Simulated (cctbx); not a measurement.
# TiAg2: solution and refinement

Cell a = 8.8430 Å, b = 4.9730 Å, c = 4.8280 Å, α = 90.00°, β = 90.00°, γ = 90.00°; space group Cmcm (no. 63); content Ag8 Ti4.

Simulated single-crystal data (cctbx): Cu Kα, λ = 1.54184 Å, to d = 0.83 Å, 50 % of the full sphere, strongest reflection 40000 counts, noise from counting, a 2 % proportional error and a noise floor of 2 counts (s.d.); no absorption.

Charge flipping in P1 on plain amplitudes to 0.83 Å, δ = 0.9 σ, 20 % of the reflections treated as weak, 200 cycles:

```text
cycle      R  skewness
    0  0.504     0.24
   16  0.399     2.69
   32  0.349     3.67
   48  0.356     3.44
   64  0.386     3.54
   80  0.372     3.50
   96  0.364     3.40
  112  0.365     3.22
  128  0.385     3.41
  144  0.342     3.51
  160  0.341     3.44
  176  0.347     3.39
  192  0.350     3.36
origin shift          correlation  skewness
 0.465  0.433  0.393      0.973      4.86
 0.299  0.433  0.393      0.972      4.52
 0.131  0.433  0.393      0.973      4.69
 0.299  0.433  0.393      0.972      4.52
taken: symmetry correlation 0.973, skewness 4.86
peak      x       y       z  mult  height/sigma
Q1    0.1589  0.2212  0.2500    8     11.2
Q2    0.0000  0.2757  0.7500    4      8.0
Q3    0.2216  0.4128  0.2500    8      1.3
Q4    0.0581  0.2515  0.1083   16      1.1
Q5    0.0000  0.3616  0.0007    8      1.1
Q6    0.2289  0.2225  0.6348   16      1.0
Q7    0.1941  0.1169  0.0037   16      0.8
```

The origin is taken among those within 0.04 of the best correlation, by the skewness of the map.

It took 0.44 s on 1 thread of Arm Neoverse N1 (shared host), peak memory 0.07 GiB.

**Question.** Which peaks are atoms, and which elements?

Heights go roughly as Z and multiplicities must add up to the content. First model: Q1 = Ag1 (8 in the cell, height 11.2) and Q2 = Ti1 (4 in the cell, height 8.0). Against the true structure, Q1 is Ag and Q2 is Ti; the other peaks are not atoms.

Least squares on F², isotropic:

```text
Rint 0.015, 115 unique reflections to 0.83 A
cycle     R1     wR2    GooF  max shift (A)
   1  0.1328  0.3203  15.870   0.03726
   2  0.0082  0.0188   0.931   0.00003
final R1 0.0082 wR2 0.0188 GooF 0.930  parameters 5  data/parameter 23.0
atom        x        y        z      Ueq    occ   su(xyz)  su(Uiso or U11)
Ag1    0.16183  0.22312  0.25000   0.0045  1.000  0.00005  0.0001
Ti1    0.00000  0.28319  0.75000   0.0053  1.000  0.00015  0.0002
difference map: max 0.47 min -0.38 rms 0.13
Q1    0.0000  0.5000  0.0000    4    0.47  1.62 A from Ti1
Q2    0.1700  0.3840  0.1728   16    0.42  0.89 A from Ag1
Q3    0.0000  0.2444  0.5747    8    0.36  0.87 A from Ti1
Q4    0.1460  0.2622  0.5171   16    0.27  1.31 A from Ag1
Q5    0.1529  0.1734  0.1414   16    0.23  0.58 A from Ag1
```

Anisotropic refinement:

```text
Rint 0.015, 115 unique reflections to 0.83 A
cycle     R1     wR2    GooF  max shift (A)
   1  0.0083  0.0188   0.955   0.00004
   2  0.0082  0.0185   0.938   0.00000
final R1 0.0082 wR2 0.0185 GooF 0.938  parameters 10  data/parameter 11.5
atom        x        y        z      Ueq    occ   su(xyz)  su(Uiso or U11)
Ag1    0.16183  0.22312  0.25000   0.0045  1.000  0.00005  0.0002
Ti1    0.00000  0.28319  0.75000   0.0054  1.000  0.00016  0.0004
difference map: max 0.47 min -0.40 rms 0.13
Q1    0.0000  0.5000  0.0000    4    0.47  1.62 A from Ti1
Q2    0.1699  0.3757  0.1829   16    0.42  0.83 A from Ag1
Q3    0.0000  0.2475  0.5599    8    0.36  0.93 A from Ti1
Q4    0.0000  0.1530  0.6384    8    0.35  0.84 A from Ti1
Q5    0.1468  0.2559  0.5112   16    0.27  1.28 A from Ag1
Q6    0.1588  0.1878  0.1375   16    0.24  0.57 A from Ag1
```

**Reading.** The refinement ends at R1 = 0.0082, wR2 = 0.0185, GooF = 0.94, with difference density between -0.40 and 0.47 e/Å³. Every site matches the true model in element, within 0.001 Å r.m.s., up to an allowed shift of origin.

True model:

```csv
atom,mult.,x,y,z,Ueq (Å²)
Ag1,8,0.8382,0.7231,1/4,0.0041
Ti1,4,0,0.7832,3/4,0.0052
```

The model is made up (kin elements in a known structure type, no relaxation), so it says nothing on whether the phase exists.

[Middle refinement cycles are left out of these outputs.]

[Logs are printed without paths, hosts, clocks, repeated set-up lines and the standing remarks that a program may print on its own settings, such as how far it seeks lower states.]
